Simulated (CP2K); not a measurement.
The C K edge of 2-chloroimidazole was computed by TDDFT (CP2K XAS_TDP, aug-pc-1, TDA) at these levels: PBE0, PBEh(45%) and PBEh(45%) + GW2X. The first three lines of C2 (bonded to Cl and 2 N) with a strength over 0.0015, energy in eV and strength:

```
run           first          second           third
  1  278.61 (0.053)  279.57 (0.036)  281.76 (0.002)
  2  288.85 (0.064)  290.09 (0.048)  293.82 (0.008)
  3  283.92 (0.065)  285.16 (0.048)  288.89 (0.008)
```

Question: Which run is which?

Run 1: PBE0 (25 % exact exchange). Run 2: PBEh(45%) + GW2X (45 % exact exchange). Run 3: PBEh(45%) (45 % exact exchange). Self-interaction lifts the core level, so the uncorrected lines rise with the share of exact exchange. The GW2X run keeps the spacings of its parent: 1.24 eV between the first two lines in run 2, 1.24 eV in run 3. Its shift is +4.93 eV, since the Kohn–Sham level at this share of exchange lies that far above the quasiparticle level.

[Banner, clock and machine lines of the logs are left out without a mark of their own.]

[Logs are printed without paths, hosts, clocks, repeated set-up lines and the standing remarks that a program may print on its own settings, such as how far it seeks lower states.]

[Hosts, paths, dates, database ids (printed as entryN), source tags and the programs' standing remarks are cut or masked in the printed files.]
